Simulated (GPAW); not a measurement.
# O K-edge XANES of FeO2 (P4_2/mnm), part 2 of 2

What does one-electron theory with a core hole give for the O K edge of FeO2 (P4_2/mnm)?

GPAW 26.7.0; X-ray absorption from dipole matrix elements to empty bands, plane-wave PAW LDA+U.

So far. Step 2 (The field without a hole): The mesh shows no gap, so the system is treated as a metal and the core electron is put at the Fermi level (neutral cell).

### Step 4. Spectrum with XCH, O atom 3

The holes are 5.5 Å apart. In GPAW the data set carries the hole's charge, so charge=0 means a charged cell and charge=-1 a neutral one. The excited electron is kept in the cell, where it fills the lowest empty states and screens the hole. After the field has converged, empty bands are computed with the density fixed and the dipole matrix elements are summed.

The absorber has 2 Fe at 1.94 Å and 1 Fe at 2.02 Å (distorted trigonal planar, site symmetry m2m).

xas.py reads:

```python
import numpy as np
from ase import Atoms
from ase.parallel import parprint, paropen
from gpaw import GPAW, PW, FermiDirac, Mixer, MixerDif, setup_paths
from gpaw.test import gen
setup_paths.insert(0, '.')
gen('O', name='fch1s', xcname='LDA', corehole=(1, 0, 1), write_xml=True)
from gpaw.mpi import world
world.barrier()

atoms = Atoms('Fe4O8',
    cell=[[4.609413, 0, 2.977108],
     [0, 4.609413, 2.977108],
     [-4.609413, 0, 2.977108]],
    scaled_positions=[[0.25, 0.5, 0.75],
     [0.75, 0.5, 0.25],
     [0, 0, 0],
     [0.5, 0, 0.5],
     [0.940544, 0.809456, 0.75],
     [0.440544, 0.809456, 0.25],
     [0, 0.690544, 0.309456],
     [0.5, 0.690544, 0.809456],
     [0, 0.309456, 0.690544],
     [0.5, 0.309456, 0.190544],
     [0.559456, 0.190544, 0.75],
     [0.059456, 0.190544, 0.25]],
    magmoms=[4.0, 4.0, -4.0, -4.0, 0.0, 0.0, 0.0, 0.0, 0.0, 0.0, 0.0, 0.0],
    pbc=True)
atoms.calc = calc = GPAW(legacy_gpaw=True, mode=PW(500, force_complex_dtype=True), xc='LDA', setups={'Fe': ':d,4', 4: 'fch1s'},
    kpts={'size': (4, 4, 4), 'gamma': True}, occupations=FermiDirac(0.1),
    charge=-1, mixer=MixerDif(0.05, 8, 50), maxiter=150,
    convergence={'density': 0.0001, 'eigenstates': 1e-6}, txt='scf.txt')
energy = atoms.get_potential_energy() + calc.get_reference_energy()
ef = calc.get_fermi_level()
out = dict(energy=energy, fermi=ef, forces=atoms.get_forces().tolist(), magmoms=atoms.get_magnetic_moments().tolist())
parprint(f'all-electron energy {energy:.4f} eV, Fermi level {ef:.4f} eV')
ev = np.array([[calc.get_eigenvalues(k, s) for k in range(len(calc.get_ibz_k_points()))] for s in range(calc.get_number_of_spins())])
out['homo'], out['lumo'], out['counts'] = ev[ev < ef].max(), ev[ev > ef].min(), sorted(set((ev < ef).sum((0, 2)).tolist()))
out['filled'] = (ev[:, 0] < ef).sum(1).tolist()

from ase.units import Ha
from gpaw.xas import dipole_matrix_elements
nb = int(calc.get_number_of_electrons() / 2) + 98
top, nb = nb, nb + 8 + nb // 12
nscf = calc.fixed_density(kpts={'size': (5, 5, 5), 'gamma': True}, nbands=nb,
    convergence={'bands': top, 'eigenstates': 5e-3}, maxiter=60, txt='nscf.txt')
cell = atoms.cell.array
ops = [cell.T @ U.T @ np.linalg.inv(cell.T) for U in nscf.wfs.kd.symmetry.op_scc]
E = np.arange(-6, 34, 0.1)
fwhm = np.interp(E, [4, 25], [0.9, 3.5])
Y, X, zero, highest = 0, 0, 1e9, 1e9
for spin in range(nscf.get_number_of_spins()):
    wfs = nscf.wfs
    mine = wfs.bd.get_slice()  # this rank's bands
    A = dipole_matrix_elements(wfs.setups[4])
    eps = np.zeros((wfs.kd.nibzkpts, nb))
    d = np.zeros((3, A.shape[1], wfs.kd.nibzkpts, nb), complex)
    for kpt in wfs.kpt_u:
        if kpt.s == spin and 4 in kpt.P_ani:
            eps[kpt.k, mine] = kpt.eps_n * Ha
            d[:, :, kpt.k, mine] = (kpt.weight * wfs.nspins / 2) ** 0.5 * np.inner(A, kpt.P_ani[4])
    world.sum(eps)
    world.sum(d)
    T = np.einsum('amkn,bmkn->abkn', d, d.conj()).real
    T = sum(np.einsum('ai,ijkn,bj->abkn', R, T, R) for R in ops) / len(ops)
    empty = eps > ef
    zero, highest = min(zero, eps[empty].min()), min(highest, eps[:, top - 1].min())
    lines = [(eps, T, empty)] if spin == 0 else lines + [(eps, T, empty)]
for eps, T, empty in lines:
    f = np.einsum('aakn->akn', T).reshape(3, -1)
    x = eps.ravel() - zero
    w = np.interp(x, E, fwhm) / 2.35482
    g = np.exp(-0.5 * ((E[:, None] - x) / w) ** 2) / (w * (2 * np.pi) ** 0.5)
    Y = Y + (f * empty.ravel()) @ g.T
    X = X + (f * ~empty.ravel()) @ g.T
out.update(E=E.round(2).tolist(), xas=Y.tolist(), xes=X.tolist(), zero=zero, valid=highest - zero, nk=len(eps), nb=nb)
for i in range(0, len(E), 10):
    parprint(f'{E[i]:7.2f}', *(f'{v:10.3e}' for v in Y[:, i]))
import json
with paropen('out.json', 'w') as f:
    json.dump(out, f)
```

Run with:

```bash
$ OMP_NUM_THREADS=1 mpirun -n 4 gpaw python xas.py
```

Numbers of over 12 decimals in the logs are rounded to 6 here.

The program printed:

```text
Input parameters:
  charge: -1
  convergence: {density: 0.0001,
                eigenstates: 1e-06}
  kpts: {gamma: True,
         size: (4, 4, 4)}
  maxiter: 150
  mixer: {backend: pulay,
          beta: 0.05,
          method: difference,
          nmaxold: 8,
          weight: 50}
  mode: {ecut: 500.0,
         force_complex_dtype: True,
         name: pw}
  occupations: {fixmagmom: False,
                name: fermi-dirac,
                width: 0.1}
  setups: {4: fch1s,
           Fe: :d,4}

Initialize ...

[... PAW data sets ...]

Reference energy: -153904.355304  # eV

Spin-polarized calculation.
Initial magnetic moment: 0.000000

[... convergence settings ...]
Symmetries present (total): 2
  [... symmetry matrices ...]

64 k-points: 4 x 4 x 4 Monkhorst-Pack grid + [1/8,1/8,1/8]
24 k-points in the irreducible part of the Brillouin zone
       k-points in crystal coordinates                weights
   0:     0.00000000    0.00000000    0.00000000          1/64
   1:     0.00000000    0.25000000    0.25000000          2/64
   2:     0.00000000    0.50000000    0.50000000          1/64
   3:     0.25000000   -0.25000000   -0.25000000          2/64
   4:     0.25000000   -0.25000000    0.25000000          2/64
   5:     0.25000000   -0.25000000    0.50000000          4/64
   6:     0.25000000    0.00000000   -0.25000000          4/64
   7:     0.25000000    0.00000000    0.00000000          2/64
   8:     0.25000000    0.25000000   -0.25000000          2/64
   9:     0.25000000    0.25000000    0.00000000          4/64
          ...
  23:     0.50000000    0.50000000    0.50000000          1/64

Wave functions: Plane wave expansion
  Cutoff energy: 500.000 eV
  Number of coefficients (min, max): 3187, 3244
  Pulay-stress correction: 0.000000 eV/Ang^3 (de/decut=0.000000)
  Using FFTW library
  Wavefunction extrapolation:
    Improved wavefunction reuse through dual PAW basis

Occupation numbers: Fermi-Dirac:
  width: 0.1000  # eV

Eigensolver
   Davidson(niter=2)

Densities:
  Coarse grid: 30*30*30 grid
  Fine grid: 60*60*60 grid
  Total Charge: 0.000000

Density mixing:
  Method: difference
  Backend: pulay
  Linear mixing parameter: 0.05
  old densities: 8
  Width of damping distribution: 1.1
  Damping of long wavelength oscillations: 50

[... Hamiltonian set-up ...]
Number of atoms: 12
Number of atomic orbitals: 68
Number of bands in calculation: 53
Number of valence electrons: 81
Bands to converge: occupied

... initialized

Initializing position-dependent things.

Density initialized from atomic densities
Creating initial wave functions:
  53 bands from LCAO basis set

                   O

             O
                   O
           Fe         Fe
             O
             O
        O          O
               Fe
             O

               Fe

Atomic positions and initial magnetic moments

Positions:
   0 Fe    -2.304706    2.304706    4.465662    ( 0.0000,  0.0000,  4.0000)
   1 Fe     2.304706    2.304706    4.465662    ( 0.0000,  0.0000,  4.0000)
   2 Fe     0.000000    0.000000    0.000000    ( 0.0000,  0.0000, -4.0000)
   3 Fe     0.000000    0.000000    2.977108    ( 0.0000,  0.0000, -4.0000)
   4 O      0.878296    3.731117    7.442770    ( 0.0000,  0.0000,  0.0000)
   5 O      0.878296    3.731117    4.465662    ( 0.0000,  0.0000,  0.0000)
   6 O     -1.426411    3.183002    2.977108    ( 0.0000,  0.0000,  0.0000)
   7 O     -1.426411    3.183002    5.954216    ( 0.0000,  0.0000,  0.0000)
   8 O     -3.183002    1.426411    2.977108    ( 0.0000,  0.0000,  0.0000)
   9 O      1.426411    1.426411    2.977108    ( 0.0000,  0.0000,  0.0000)
  10 O     -0.878296    0.878296    4.465662    ( 0.0000,  0.0000,  0.0000)
  11 O     -0.878296    0.878296    1.488554    ( 0.0000,  0.0000,  0.0000)

Unit cell:
           periodic     x           y           z      points  spacing
[...]
iter:  17  -117.042331c  -3.26  -3.01    -0.2861
iter:  18  -117.042186c  -4.08  -3.04    -0.3132
[...]
iter:  22  -117.041857c  -5.13  -3.44    -0.3405
iter:  23  -117.041957c  -5.45  -3.57    -0.3429
iter:  24  -117.041868c  -5.30  -3.55    -0.3432
iter:  25  -117.041882c  -5.81  -4.08c   -0.3432
iter:  26  -117.041875c  -6.21c -4.22c   -0.3426

Converged after 26 iterations.

Dipole moment: (0.005647, 0.100364, 0.277113) |e|*Ang

Total magnetic moment: (0.000000, 0.000000, -0.342628)
Local magnetic moments:
   0 Fe ( 0.000000,  0.000000,  3.909375)
   1 Fe ( 0.000000,  0.000000,  3.744253)
   2 Fe ( 0.000000,  0.000000, -3.891541)
   3 Fe ( 0.000000,  0.000000, -3.891540)
   4 O  ( 0.000000,  0.000000, -0.198612)
   5 O  ( 0.000000,  0.000000, -0.043927)
   6 O  ( 0.000000,  0.000000,  0.015350)
   7 O  ( 0.000000,  0.000000,  0.015350)
   8 O  ( 0.000000,  0.000000,  0.015350)
   9 O  ( 0.000000,  0.000000,  0.015350)
  10 O  ( 0.000000,  0.000000,  0.012584)
  11 O  ( 0.000000,  0.000000, -0.089862)

Energy contributions relative to reference atoms: (reference = -153904.355304)

Kinetic:        +66.999615
Potential:      -70.484796
External:        +0.000000
XC:            -114.035505
Entropy (-ST):   -0.210535
Local:           +0.584078
SIC:             +0.000000
--------------------------
Free energy:   -117.147143
Extrapolated:  -117.041875

Spin contamination: 8.588672 electrons
Showing only first 2 kpts
                      Up                     Down
 Kpt  Band  Eigenvalues  Occupancy  Eigenvalues  Occupancy
  0    38      3.89737    0.85125      3.75607    0.95920
  0    39      4.06620    0.51405      3.92892    0.80674
  0    40      4.30117    0.09166      4.19349    0.22851
  0    41      4.60160    0.00498      4.32634    0.07275

  1    38      3.98603    0.70221      3.67176    0.98202
  1    39      4.01624    0.63547      3.68982    0.97854
  1    40      4.32015    0.07703      3.99588    0.68121
  1    41      4.71396    0.00162      4.20482    0.20916

Fermi level: 4.07182

No gap
No difference between direct/indirect transitions

Forces in eV/Ang:
  0 Fe    1.22902   -1.22902    0.00000
  1 Fe    0.06744   -0.06744    0.00000
  2 Fe   -0.85538    0.85538    1.16377
  3 Fe   -0.85538    0.85538   -1.16375
  4 O     0.49222   -0.49222   -0.00009
  5 O     0.06240   -0.06240   -0.00003
  6 O     0.00435    0.13268   -0.10612
  7 O     0.00434    0.13269    0.10612
  8 O    -0.13268   -0.00435   -0.10612
  9 O    -0.13269   -0.00434    0.10612
 10 O     0.38324   -0.38324    0.00003
 11 O    -0.27105    0.27105    0.00003
Scalar-relativistic atomic LDA calculation for O (Oxygen, Z=8)
Core hole in 1s state (1s occupation: 1.0)
300 radial gridpoints.
|------------------------------------------------|
|------------------------------------------------|
[... the atom generator's iteration count ...]

Energy contributions:
-------------------------
Kinetic:      +54.046737
XC:            -5.876031
Potential:   -102.458324
-------------------------
Total:        -54.287618

state      eigenvalue         ekin         rmax
-----------------------------------------------
1s^1.0 :   -21.731873    30.611423        0.127
2s^2.0 :    -1.594915     4.066245        0.801
2p^4.0 :    -1.067100     3.825706        0.682
-----------------------------------------------
(units: Bohr and Hartree)

Generating PAW setup
Kinetic energy of the core from tauc = 30.636371
Cutoffs:
rc(s)=1.300
rc(p)=1.130
rc(d)=1.170
rc(vbar)=1.300
rc(comp)=1.260
rc(nct)=1.300

Kinetic energy of the core states: 30.611423
Charge: 1.0
Core electrons: 1.0
Valence electrons: 6.0
Pseudo-core charge: 0.000198
Shape function alpha=6.299
Pseudo-electron charge 5.280306
state    eigenvalue         norm
--------------------------------
2s(2) :    -1.594915     1.065643
*s    :    -0.594915
2p(4) :    -1.067100     0.787205
*p    :    -0.067100
*d    :     0.000000
--------------------------------

Diagonalizing with gridspacing h=0.050

state   all-electron     PAW
-------------------------------
2s:      -1.594915    -1.596334
2p:      -1.067100    -1.073375
*d:                   -0.060686
*f:                   -0.013559
-------------------------------
all-electron energy -154021.3972 eV, Fermi level 4.0718 eV
  -6.00  1.082e-59  1.082e-59  5.949e-60
  -5.00  2.789e-43  2.789e-43  1.796e-43
  -4.00  7.837e-30  7.837e-30  5.958e-30
  -3.00  2.431e-19  2.431e-19  2.229e-19
  -2.00  8.544e-12  8.544e-12  9.974e-12
  -1.00  3.667e-07  3.667e-07  6.123e-07
  -0.00  2.476e-05  2.476e-05  6.627e-05
[...]
31.00  7.285e-05  7.285e-05  1.325e-04
  32.00  8.034e-05  8.034e-05  1.487e-04
  33.00  8.836e-05  8.836e-05  1.505e-04
```

Run time: 3 min. Hardware: 4 MPI ranks of AMD EPYC 9R14 (Zen 4), shared host; peak memory 0.65 GiB.

The O K spectrum, O atom 3, excited-electron core hole (neutral cell) (energy from the lowest empty level; intensity scaled to a mean of 1 over the first 20 eV; polarised curves are means over the symmetry-equivalent atoms):

| E (eV) | isotropic | ε ⊥ c | ε ∥ c |
| --- | --- | --- | --- |
| -2.0 | 0.00 | 0.00 | 0.00 |
| -1.4 | 0.00 | 0.00 | 0.00 |
| -0.8 | 0.02 | 0.01 | 0.02 |
| -0.2 | 0.22 | 0.15 | 0.37 |
| 0.4 | 0.38 | 0.22 | 0.68 |
| 1.0 | 0.09 | 0.06 | 0.16 |
| 1.6 | 0.19 | 0.20 | 0.17 |
| 2.2 | 0.92 | 0.98 | 0.82 |
| 2.8 | 0.88 | 1.02 | 0.61 |
| 3.4 | 1.58 | 1.61 | 1.52 |
| 4.0 | 1.57 | 1.22 | 2.26 |
| 4.6 | 0.23 | 0.12 | 0.44 |
| 5.2 | 0.01 | 0.00 | 0.01 |
| 5.8 | 0.01 | 0.01 | 0.02 |
| 6.4 | 0.02 | 0.02 | 0.03 |
| 7.0 | 0.05 | 0.05 | 0.06 |
| 7.6 | 0.13 | 0.12 | 0.15 |
| 8.2 | 0.28 | 0.25 | 0.33 |
| 8.8 | 0.51 | 0.47 | 0.60 |
| 9.4 | 0.88 | 0.79 | 1.05 |
| 10.0 | 1.35 | 1.19 | 1.68 |
| 10.6 | 1.81 | 1.54 | 2.34 |
| 11.2 | 2.06 | 1.71 | 2.76 |
| 11.8 | 2.11 | 1.72 | 2.88 |
| 12.4 | 2.14 | 1.78 | 2.87 |
| 13.0 | 2.31 | 2.07 | 2.78 |
| 13.6 | 2.53 | 2.53 | 2.53 |
| 14.2 | 2.57 | 2.82 | 2.08 |
| 14.8 | 2.28 | 2.65 | 1.53 |
| 15.4 | 1.75 | 2.09 | 1.06 |
| 16.0 | 1.22 | 1.46 | 0.74 |
| 16.6 | 0.83 | 0.96 | 0.56 |
| 17.2 | 0.60 | 0.66 | 0.47 |
| 17.8 | 0.48 | 0.50 | 0.45 |
| 18.4 | 0.44 | 0.43 | 0.47 |
| 19.0 | 0.44 | 0.40 | 0.52 |
| 19.6 | 0.46 | 0.40 | 0.58 |
| 20.2 | 0.48 | 0.40 | 0.63 |
| 20.8 | 0.50 | 0.43 | 0.65 |
| 21.4 | 0.54 | 0.49 | 0.64 |
| 22.0 | 0.59 | 0.60 | 0.59 |
| 22.6 | 0.66 | 0.72 | 0.54 |
| 23.2 | 0.71 | 0.82 | 0.49 |
| 23.8 | 0.74 | 0.88 | 0.47 |
| 24.4 | 0.74 | 0.88 | 0.46 |
| 25.0 | 0.71 | 0.83 | 0.46 |
| 25.6 | 0.67 | 0.77 | 0.47 |
| 26.2 | 0.65 | 0.74 | 0.48 |
| 26.8 | 0.65 | 0.73 | 0.49 |
| 27.4 | 0.65 | 0.72 | 0.52 |
| 28.0 | 0.65 | 0.69 | 0.57 |
| 28.6 | 0.65 | 0.66 | 0.64 |
| 29.2 | 0.66 | 0.62 | 0.74 |
| 29.8 | 0.69 | 0.60 | 0.87 |
| 30.4 | 0.74 | 0.60 | 1.01 |
| 31.0 | 0.80 | 0.63 | 1.15 |
| 31.6 | 0.86 | 0.67 | 1.24 |

Main maxima below 24 eV (height): 0.3 eV (0.40), 2.4 eV (1.05), 3.7 eV (1.97) and 14.0 eV (2.59). A K edge sees empty p states; the first features are O p mixed into the empty d states of the Fe neighbours, and the broad ones above probably into the cations' higher empty bands.

The total-energy difference is 522.49 eV. The functional leaves an error in such absolute values: in the free atom LDA prices this hole 4.1 eV below PBE (computed apart), and PBE is itself good to a few eV.

### Step 5. Summary of results

```json
{"absorber and edge": "O K, atom 3 of the ground-state input (counted from 1)", "surroundings": "2 Fe at 1.94 Å and 1 Fe at 2.02 Å (distorted trigonal planar, site symmetry m2m)", "highest intensity below 16 eV": "14.0 eV above the zero, height 2.59", "photon energy of the zero (spin-polarised hole, raw)": "522.5 eV (LDA puts this hole about 4 eV below PBE, itself good to a few eV)"}
```

In words: The O K edge of atom 3, with 2 Fe at 1.94 Å and 1 Fe at 2.02 Å (distorted trigonal planar, site symmetry m2m), has its highest intensity of the first 16 eV at 14.0 eV above the zero, near 536 eV in photon energy (LDA puts this hole about 4 eV below PBE, itself good to a few eV), 2.6 times the mean level of the first 20 eV (Gaussian full width 0.9 eV up to 4 eV, rising linearly to 3.5 eV at 25 eV). At the O K edge of atom 3 polarisation matters most near 11.9 eV, where the curves differ by 1.2 on this scale. 1 further run of this session is left out of this account as redundant. The hole lies in one spin channel, while the script sums the empty states of both and takes the lower zero; where the two channels are split, this blurs and shifts the curve. The unit cell's mesh shows no gap over 0.35 eV. That is right for a metallic compound; for a small-gap or correlated insulator it would be the fault of the functional or of the assumed magnetic order, and the hole would be screened too well. The spins start antiferromagnetically in a simple order, which needn't be the measured one; gap and edge can depend on it. The holes are only 5.5 Å apart, so the shape is probably not converged with cell size; no larger cell was run here. The mesh is coarse (0.29 Å⁻¹ between points), so small maxima may be mesh ripples. The structure is a computed Materials Project entry and may be a hypothetical form.

[Banner, clock and machine lines of the logs are left out without a mark of their own.]

[Logs are printed without paths, hosts, clocks, repeated set-up lines and the standing remarks that a program may print on its own settings, such as how far it seeks lower states.]

[Hosts, paths, dates, database ids (printed as entryN), source tags and the programs' standing remarks are cut or masked in the printed files.]

[Lists of maxima count a maximum above −3 eV only where it reaches 4 % of the highest in the window and stands out from its surroundings by 2 % of it (1.5 % where it reaches 55 %); shoulders and weaker maxima are passed over, and of the rest the first, up to two pre-edge ones and the few strongest are named.]
